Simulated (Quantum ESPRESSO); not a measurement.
# Hf (Im-3m): from the cell to the phonon bands, part 2 of 3

How does Hf (Im-3m) vibrate, and is this structure a minimum?

Quantum ESPRESSO 7.5; DFT LDA, scalar-relativistic, plane waves, PseudoDojo norm-conserving pseudopotentials.

So far. Step 2 (A probe with smearing): No gap opens on this mesh, so smearing is kept; the start stands at -14 GPa. Step 4 (Self-consistent run for the response): The cell stands at 0.024 GPa, close enough for phonons. The relaxed cell has a = 3.427 Å (conventional setting).

This is not the structure that Hf takes at ambient pressure and room temperature (hexagonal, No. 194); it is a model or a phase of other conditions.

### Step 5. Linear response on the mesh

Linear response treats each wavevector in the unit cell, with no supercell; the 4×4×4 mesh fixes the range of the force constants to be had.

The input, ph.in:

```
phonons
&INPUTPH
  prefix       = 'x'
  outdir       = './tmp'
  fildyn       = 'x.dyn'
  tr2_ph       = 1.0d-18
  alpha_mix(1) = 0.4
  nmix_ph      = 8
  ldisp        = .true.
  nq1          = 4
  nq2          = 4
  nq3          = 4
/
```

Launch:

```
$ OMP_NUM_THREADS=1 mpirun -n 4 ph.x -nk 4 -in ph.in > ph.out
```

The program printed:

```text
[banners, grids, parts of the stress and lines that vanish by symmetry left out]
[banner, memory and clock lines left out]
Program PHONON v.7.5

     ./tmp/x.save/

     IMPORTANT: XC functional enforced from input :
     Exchange-correlation= PW
                           (   1   4   0   0   0   0   0)
     Any further DFT definition will be discarded
     Please, verify this is what you really want

     G-vector sticks info

     Reading collected, re-writing distributed wavefunctions in ./tmp/

     Dynamical matrices for ( 4, 4, 4)  uniform grid of q-points
     (   8 q-points):
       N         xq(1)         xq(2)         xq(3)
       1   0.000000000   0.000000000   0.000000000
       2   0.000000000  -0.250000000   0.250000000
       3   0.000000000   0.500000000  -0.500000000
       4  -0.250000000   0.750000000  -0.500000000
[...]
Number and degeneracy of irreps per q-point
       N         xq(1)         xq(2)         xq(3)   N irreps
       1   0.000000000   0.000000000   0.000000000       1
        3
       2   0.000000000  -0.250000000   0.250000000       3
     No degeneracy
       3   0.000000000   0.500000000  -0.500000000       3
     No degeneracy
       4  -0.250000000   0.750000000  -0.500000000       3
     No degeneracy
       5   0.000000000   0.000000000   0.500000000       2
        1   2
       6   0.000000000   0.750000000  -0.250000000       3
     No degeneracy
       7   0.500000000  -0.500000000   0.500000000       1
        3
       8   0.000000000   0.000000000  -1.000000000       1
        3

     Calculation of q =    0.0000000   0.0000000   0.0000000

     phonons

     bravais-lattice index     =            3
     lattice parameter (alat)  =       6.4755  a.u.
     unit-cell volume          =     135.7654 (a.u.)^3
     number of atoms/cell      =            1
     number of atomic types    =            1
     kinetic-energy cut-off    =      64.0000  Ry
     charge density cut-off    =     256.0000  Ry
     convergence threshold     =      1.0E-18
     beta                      =       0.4000
     number of iterations used =            8
     Exchange-correlation= PW
                           (   1   4   0   0   0   0   0)

     celldm(1)=    6.47550  celldm(2)=    0.00000  celldm(3)=    0.00000
     celldm(4)=    0.00000  celldm(5)=    0.00000  celldm(6)=    0.00000

     crystal axes: (cart. coord. in units of alat)
               a(1) = (  0.5000  0.5000  0.5000 )
               a(2) = ( -0.5000  0.5000  0.5000 )
               a(3) = ( -0.5000 -0.5000  0.5000 )

     reciprocal axes: (cart. coord. in units 2 pi/alat)
               b(1) = (  1.0000  0.0000  1.0000 )
               b(2) = ( -1.0000  1.0000  0.0000 )
               b(3) = (  0.0000 -1.0000  1.0000 )

     Atoms inside the unit cell:

     Cartesian axes

     site n.  atom      mass           positions (alat units)
        1  Hf    178.4900   tau(    1) = (    0.00000    0.00000    0.00000  )

     Computing dynamical matrix for
                    q = (   0.0000000   0.0000000   0.0000000 )

     49 Sym.Ops. (with q -> -q+G )

     G cutoff =  271.9107  (   9405 G-vectors)     FFT grid: ( 30, 30, 30)

     number of k points=   145  Marzari-Vanderbilt smearing, width (Ry)=  0.0200

     PseudoPot. # 1 for Hf read from file:
     ./pseudo/Hf.upf
     Pseudo is Norm-conserving + core correction, Zval = 12.0

     Mode symmetry, O_h (m-3m)  point group:

     Atomic displacements:
     There are    1 irreducible representations

     Representation     1      3 modes -  To be done

     Alpha used in Ewald sum =   2.6000

     Representation #   1 modes #   1   2   3

     Self-consistent Calculation
      iter #   1   av.it.:   6.5
      thresh= 1.000E-02 alpha_mix =  0.400 |ddv_scf|^2 =  2.266E-06
      iter #   2   av.it.:   9.6
      thresh= 1.505E-04 alpha_mix =  0.400 |ddv_scf|^2 =  2.720E-07
      iter #   3   av.it.:  10.0
      thresh= 5.216E-05 alpha_mix =  0.400 |ddv_scf|^2 =  3.142E-09
      iter #   4   av.it.:  10.7
      thresh= 5.606E-06 alpha_mix =  0.400 |ddv_scf|^2 =  3.914E-12
[...]
End of self-consistent calculation

     Convergence has been achieved

     Number of q in the star =    1
     List of q in the star:
[...]
Diagonalizing the dynamical matrix

     q = (    0.000000000   0.000000000   0.000000000 )

 **************************************************************************
     freq (    1) =       0.016403 [THz] =       0.547150 [cm-1]
     freq (    2) =       0.016403 [THz] =       0.547150 [cm-1]
     freq (    3) =       0.016403 [THz] =       0.547150 [cm-1]
 **************************************************************************

     Mode symmetry, O_h (m-3m)  point group:

     freq (   1-   3) =          0.5  [cm-1]   --> T_1u G_15  G_4- I

     Calculation of q =    0.0000000  -0.2500000   0.2500000
     [... set-up and bands at k+q left out ...]

     Mode symmetry, C_2v (mm2)  point group:

     Atomic displacements:
     There are    3 irreducible representations

     Representation     1      1 modes -  To be done

     Representation     2      1 modes -  To be done

     Representation     3      1 modes -  To be done

     Message from routine init_vloc:
     Interpolation table for Vloc re-allocated

     Alpha used in Ewald sum =   2.6000

     Representation #   1 mode #   1

     Self-consistent Calculation

[...]
[... iterations left out ...]
[...]
End of self-consistent calculation

     Convergence has been achieved

     Representation #   2 mode #   2

     Self-consistent Calculation

[...]
[... iterations left out ...]
[...]
End of self-consistent calculation

     Convergence has been achieved

     Representation #   3 mode #   3

     Self-consistent Calculation

[...]
[... iterations left out ...]
[...]
End of self-consistent calculation

     Convergence has been achieved

     Number of q in the star =   12
     List of q in the star:
[...]
Diagonalizing the dynamical matrix

     q = (    0.000000000  -0.250000000   0.250000000 )

 **************************************************************************
     freq (    1) =      -1.313803 [THz] =     -43.823756 [cm-1]
     freq (    2) =       1.579534 [THz] =      52.687590 [cm-1]
     freq (    3) =       2.932245 [THz] =      97.809165 [cm-1]
 **************************************************************************

     Mode symmetry, C_2v (mm2)  point group:

     freq (   1-   1) =        -43.8  [cm-1]   --> B_1  D_3  S_3
     freq (   2-   2) =         52.7  [cm-1]   --> B_2  D_4  S_4
     freq (   3-   3) =         97.8  [cm-1]   --> A_1  D_1  S_1

     Calculation of q =    0.0000000   0.5000000  -0.5000000
     [... set-up and bands at k+q left out ...]

     Mode symmetry, D_2h (mmm)  point group:

     Atomic displacements:
     There are    3 irreducible representations

[...]
Alpha used in Ewald sum =   2.6000

     Representation #   1 mode #   1

[...]
[... iterations left out ...]
[...]
Convergence has been achieved

[...]
Convergence has been achieved

[...]
Convergence has been achieved

     Number of q in the star =    6
     List of q in the star:
[...]
Diagonalizing the dynamical matrix

     q = (    0.000000000   0.500000000  -0.500000000 )

[...]
freq (    1) =      -2.422906 [THz] =     -80.819455 [cm-1]
     freq (    2) =       2.674820 [THz] =      89.222378 [cm-1]
     freq (    3) =       2.768450 [THz] =      92.345544 [cm-1]
[...]
Mode symmetry, D_2h (mmm)  point group:

     freq (   1-   1) =        -80.8  [cm-1]   --> B_2u
     freq (   2-   2) =         89.2  [cm-1]   --> B_1u
     freq (   3-   3) =         92.3  [cm-1]   --> B_3u

     Calculation of q =   -0.2500000   0.7500000  -0.5000000
     [... set-up and bands at k+q left out ...]

     Mode symmetry, C_s (m)     point group:

     Atomic displacements:
     There are    3 irreducible representations

[...]
Alpha used in Ewald sum =   2.6000

[...]
Convergence has been achieved

[...]
Convergence has been achieved

[...]
Convergence has been achieved

     Number of q in the star =   24
     List of q in the star:
[...]
Diagonalizing the dynamical matrix

     q = (   -0.250000000   0.750000000  -0.500000000 )

[...]
freq (    1) =      -1.439699 [THz] =     -48.023189 [cm-1]
     freq (    2) =       1.594147 [THz] =      53.175037 [cm-1]
     freq (    3) =       3.275661 [THz] =     109.264306 [cm-1]
[...]
Mode symmetry, C_s (m)     point group:

     freq (   1-   1) =        -48.0  [cm-1]   --> A'
     freq (   2-   2) =         53.2  [cm-1]   --> A''
     freq (   3-   3) =        109.3  [cm-1]   --> A'

     Calculation of q =    0.0000000   0.0000000   0.5000000
     [... set-up and bands at k+q left out ...]

     Mode symmetry, C_4v (4mm)  point group:

     Atomic displacements:
     There are    2 irreducible representations

[...]
Alpha used in Ewald sum =   2.6000

[...]
Convergence has been achieved

     Representation #   2 modes #   2   3

[...]
Convergence has been achieved

     Number of q in the star =    6
     List of q in the star:
[...]
Diagonalizing the dynamical matrix

     q = (    0.000000000   0.000000000   0.500000000 )

[...]
freq (    1) =       2.299490 [THz] =      76.702725 [cm-1]
     freq (    2) =       2.722292 [THz] =      90.805876 [cm-1]
     freq (    3) =       2.722292 [THz] =      90.805876 [cm-1]
[...]
Mode symmetry, C_4v (4mm)  point group:

     freq (   1-   1) =         76.7  [cm-1]   --> A_1  G_1 D_1
     freq (   2-   3) =         90.8  [cm-1]   --> E    G_5 D_5

     Calculation of q =    0.0000000   0.7500000  -0.2500000
     [... set-up and bands at k+q left out ...]

     Mode symmetry, C_2v (mm2)  point group:

     Atomic displacements:
     There are    3 irreducible representations

[...]
Alpha used in Ewald sum =   2.6000

[...]
Convergence has been achieved

     Representation #   2 mode #   2

[...]
Convergence has been achieved

     Representation #   3 mode #   3

[...]
Convergence has been achieved

     Number of q in the star =   12
     List of q in the star:
[...]
Diagonalizing the dynamical matrix

     q = (    0.000000000   0.750000000  -0.250000000 )

[...]
freq (    1) =       2.880418 [THz] =      96.080418 [cm-1]
     freq (    2) =       3.478573 [THz] =     116.032705 [cm-1]
     freq (    3) =       3.553932 [THz] =     118.546410 [cm-1]
[...]
Mode symmetry, C_2v (mm2)  point group:

     freq (   1-   1) =         96.1  [cm-1]   --> A_1  D_1  S_1
     freq (   2-   2) =        116.0  [cm-1]   --> B_1  D_3  S_3
     freq (   3-   3) =        118.5  [cm-1]   --> B_2  D_4  S_4

     Calculation of q =    0.5000000  -0.5000000   0.5000000
     [... set-up and bands at k+q left out ...]

     Mode symmetry, T_d (-43m)  point group:

     Atomic displacements:
     There are    1 irreducible representations

     Representation     1      3 modes -  To be done

     Alpha used in Ewald sum =   2.6000

     Representation #   1 modes #   1   2   3

     Self-consistent Calculation

[...]
[... iterations left out ...]
[...]
End of self-consistent calculation

     Convergence has been achieved

     Number of q in the star =    2
     List of q in the star:
[...]
2   0.500000000  -0.500000000  -0.500000000

     Diagonalizing the dynamical matrix

     q = (    0.500000000  -0.500000000   0.500000000 )

[...]
freq (    1) =      -1.308069 [THz] =     -43.632482 [cm-1]
     freq (    2) =      -1.308069 [THz] =     -43.632482 [cm-1]
     freq (    3) =      -1.308069 [THz] =     -43.632482 [cm-1]
[...]
Mode symmetry, T_d (-43m)  point group:

     freq (   1-   3) =        -43.6  [cm-1]   --> T_2  G_15 P_4

     Calculation of q =    0.0000000   0.0000000  -1.0000000
     [... set-up and bands at k+q left out ...]

     Mode symmetry, O_h (m-3m)  point group:

     Atomic displacements:
     There are    1 irreducible representations

     Representation     1      3 modes -  To be done

     Alpha used in Ewald sum =   2.6000

     Representation #   1 modes #   1   2   3

     Self-consistent Calculation

      iter #   1   av.it.:   7.1
      thresh= 1.000E-02 alpha_mix =  0.400 |ddv_scf|^2 =  1.695E-05

      [... iterations left out ...]
      iter #   9   av.it.:  10.9
      thresh= 1.035E-10 alpha_mix =  0.400 |ddv_scf|^2 =  4.617E-20

     End of self-consistent calculation

     Convergence has been achieved

     Number of q in the star =    1
     List of q in the star:
          1   0.000000000   0.000000000  -1.000000000

     Diagonalizing the dynamical matrix

     q = (    0.000000000   0.000000000  -1.000000000 )

 **************************************************************************
     freq (    1) =       4.158149 [THz] =     138.700929 [cm-1]
     freq (    2) =       4.158149 [THz] =     138.700929 [cm-1]
     freq (    3) =       4.158149 [THz] =     138.700929 [cm-1]
 **************************************************************************

     Mode symmetry, O_h (m-3m)  point group:

     freq (   1-   3) =        138.7  [cm-1]   --> T_1u G_15  G_4-


[key lines of the parts left out:]
the Fermi energy is    15.7164 ev
```

Wall time 34 min (4 MPI ranks of Intel Xeon at 2.70GHz, shared host).

Numbers from this step:

```yaml
largest_acoustic_frequency_at_the_zone_centre_before_the_sum_rule: 0.55 cm⁻¹
lowest_mode_on_the_q_mesh_acoustic_ones_at_the_zone_centre_apart: -80.82 cm⁻¹
```

Frequencies (cm⁻¹) at each irreducible wavevector; negative means imaginary. Frequencies by wavevector:

| q (fractions) | star | mode 1 | mode 2 | mode 3 |
| --- | --- | --- | --- | --- |
| 0 0 0 | 1 | 0.55 | 0.55 | 0.55 |
| 0 0 0.25 | 12 | -43.82 | 52.69 | 97.81 |
| 0 0 -0.5 | 6 | -80.82 | 89.22 | 92.35 |
| 0 0.25 -0.5 | 24 | -48.02 | 53.18 | 109.3 |
| 0.25 0.25 0.25 | 6 | 76.7 | 90.81 | 90.81 |
| 0.25 0.25 -0.5 | 12 | 96.08 | 116 | 118.5 |
| 0.25 -0.25 0.25 | 2 | -43.63 | -43.63 | -43.63 |
| -0.5 -0.5 -0.5 | 1 | 138.7 | 138.7 | 138.7 |

The acoustic modes at Γ come out as far as 0.6 cm⁻¹ from zero, where they should vanish, a small numerical error.

### Step 6. Fourier transform to real space

The dynamical matrices of the mesh are Fourier-transformed to force constants in real space.

The input, q2r.in:

```
&INPUT
  fildyn = 'x.dyn'
  zasr   = 'simple'
  flfrc  = 'x.fc'
/
```

Launch:

```
$ q2r.x < q2r.in > q2r.out
```

The program printed:

```text
[banners, grids, parts of the stress and lines that vanish by symmetry left out]
[banner, memory and clock lines left out]
Program Q2R v.7.5

  reading grid info from file x.dyn0

  reading force constants from file x.dyn1
  Dielectric Tensor not found
  nqs=            1
 q=   0.00000000  0.00000000  0.00000000
  reading force constants from file x.dyn2
  nqs=           12
 q=   0.00000000 -0.25000000  0.25000000
[...]
reading force constants from file x.dyn7
  nqs=            2
[...]
q=   0.50000000 -0.50000000 -0.50000000
  reading force constants from file x.dyn8
  nqs=            1
 q=   0.00000000  0.00000000 -1.00000000

      q-space grid ok, #points =   64

      fft-check success (sum of imaginary terms < 10^-12)
```

Wall time 0.74 s (1 thread).

### Step 7. Dispersion

From the force constants any wavevector is cheap; points of the mesh come back as solved, but for the sum rule and, in polar crystals, the LO-TO term at Γ; the rest is interpolation.

The input, matdyn.in:

```
&INPUT
  asr              = 'simple'
  flfrc            = 'x.fc'
  flfrq            = 'x.freq'
  flvec            = 'x.modes'
  q_in_band_form   = .true.
  q_in_cryst_coord = .true.
/
8
  0.0000000   0.0000000   0.0000000  12  ! GAMMA
  0.5000000   0.5000000  -0.5000000  12  ! H
  0.5000000  -0.0000000  -0.5000000  12  ! N
  0.0000000   0.0000000   0.0000000  12  ! GAMMA
  0.7500000   0.2500000  -0.2500000  12  ! P
  0.5000000   0.5000000  -0.5000000   1  ! H
  0.7500000   0.2500000  -0.2500000  12  ! P
  0.5000000  -0.0000000  -0.5000000   1  ! N
```

Launch:

```
$ matdyn.x -in matdyn.in > matdyn.out
```

The program printed:

```text
[banner, memory and clock lines left out]
Program MATDYN v.7.5

 mass for atomic type   1 not given; uses mass from file x.fc
     Message from routine matdyn:
     Z* not found in file x.fc, TO-LO splitting at q=0 will be absent!
     Message from routine matdyn:
     Z* not found in file x.fc, TO-LO splitting at q=0 will be absent!

Note: The following floating-point exceptions are signalling: IEEE_UNDERFLOW_FLAG
```

It took 0.68 s on 1 thread.

Read from the output:

```yaml
lowest_frequency_on_the_path: -81.59 cm⁻¹
```

(Part 2 of 3 ends here.)

[Host names and launcher messages were left out of these logs when they were recorded.]

[Logs are printed without paths, hosts, clocks, repeated set-up lines and the standing remarks that a program may print on its own settings, such as how far it seeks lower states.]

[Hosts, paths, dates, database ids (printed as entryN), source tags and the programs' standing remarks are cut or masked in the printed files.]
